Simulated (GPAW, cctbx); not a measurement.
# SiSn4Bi: what bonding does to one electron reflection, worked out

SiSn4Bi, Immm (no. 71), a = 3.9726 Å, b = 7.1534 Å, c = 11.8281 Å, α = 90.00°, β = 90.00°, γ = 90.00°.

```
atom  mult.    x       y       z
 Bi1      2    0       0       0
 Sn1      8  1/2  0.7165  0.1418
 Si1      2    0     1/2       0
```

The start was made by putting kin elements into a known structure type; the compound need not exist, or be stable, in this form.

A DFT run (GPAW, PBE, 450 eV, 6×6×6 k-points, Fermi–Dirac width 0.1 eV) gives the static X-ray structure factor of 002 as 105.121 e for the conventional cell; superposed free atoms give 104.880 e. **Problem.** Find the Fourier component V of the crystal potential and the two-beam extinction distance at 80 kV in both cases, then the holographic phase shift per nanometre.

## Step 1: Geometry

The cell volume is Ω = 336.13 Å³ and d(002) = 5.9140 Å, so g = 1/d = 0.1691 Å⁻¹.

## Step 2: The nuclei

Electrons feel nuclei as well as electrons, so the nuclear charges are summed with the same phases.

Phase sums Σ exp(2πi h·x), turned so that the total is real and positive: Bi +2.000, Sn -1.679, Si +2.000. Then F_Z = 83 × (+2.000) + 50 × (-1.679) + 14 × (+2.000) = 110.05 e. The electron term has the same sign for this reflection.

## Step 3: Mott–Bethe

Poisson's equation, term by term, gives V = (e/4πε₀)(F_Z − F)/(πΩg²), with e/4πε₀ = 14.3996 V Å.

The prefactor is 14.3996 × 5.9140²/(π × 336.13) = 0.47693 V per electron. Free atoms: (110.05 − 104.880) × 0.47693 = 2.467 V. Crystal: (110.05 − 105.121) × 0.47693 = 2.352 V. F changes by +0.23 % and V by -4.7 %: the same 0.24 e is measured against F_Z − F = 5.2 e in place of F = 104.9 e.

## Step 4: Extinction distance

In the two-beam case ξ = 1/(λU) with U = 2γm₀eV/h², that is ξ = 150.41 V Å²/(γλV).

At 80 kV, λ = 0.04176 Å and γ = 1.1566. Free atoms: ξ = 1263 Å. Crystal: ξ = 1324 Å. The thickness fringes go as sin²(πt/ξ), so the two patterns slip by a quarter of a period when t|1/ξ₁ − 1/ξ₀| = 1/4, at t ≈ 677 nm. Thermal motion, absorption and many-beam coupling, left out here, change a real pattern.

## Step 5: Phase shift

A slab run (normal [001], unrelaxed) gives a mean inner potential of 16.54 V; free atoms give 17.84 V. The phase shift is φ = C_E V₀ t, with C_E = (2π/λE)(E + m₀c²)/(E + 2m₀c²).

C_E = 10.087 × 10⁻³ rad/(V nm). The shift is 0.1668 rad/nm in the crystal and 0.1800 rad/nm for free atoms. A sample 50 nm thick gives φ = 8.34 rad; read with the free-atom value it would seem 46.4 nm thick.

## Step 6: Answer

V(002) is 2.35 V against 2.47 V, and ξ is 1324 against 1263 Å. The phase shift is 0.167 rad/nm, and free atoms would misjudge a thickness by -7 %. Limits: static atoms, two beams.

[Outputs are excerpts: Python notices, other lines and further rows are left out; steps that failed or that the build refused (PBEsol, TPSS) are not shown.]

[Logs are printed without paths, hosts, clocks, repeated set-up lines and the standing remarks that a program may print on its own settings, such as how far it seeks lower states.]
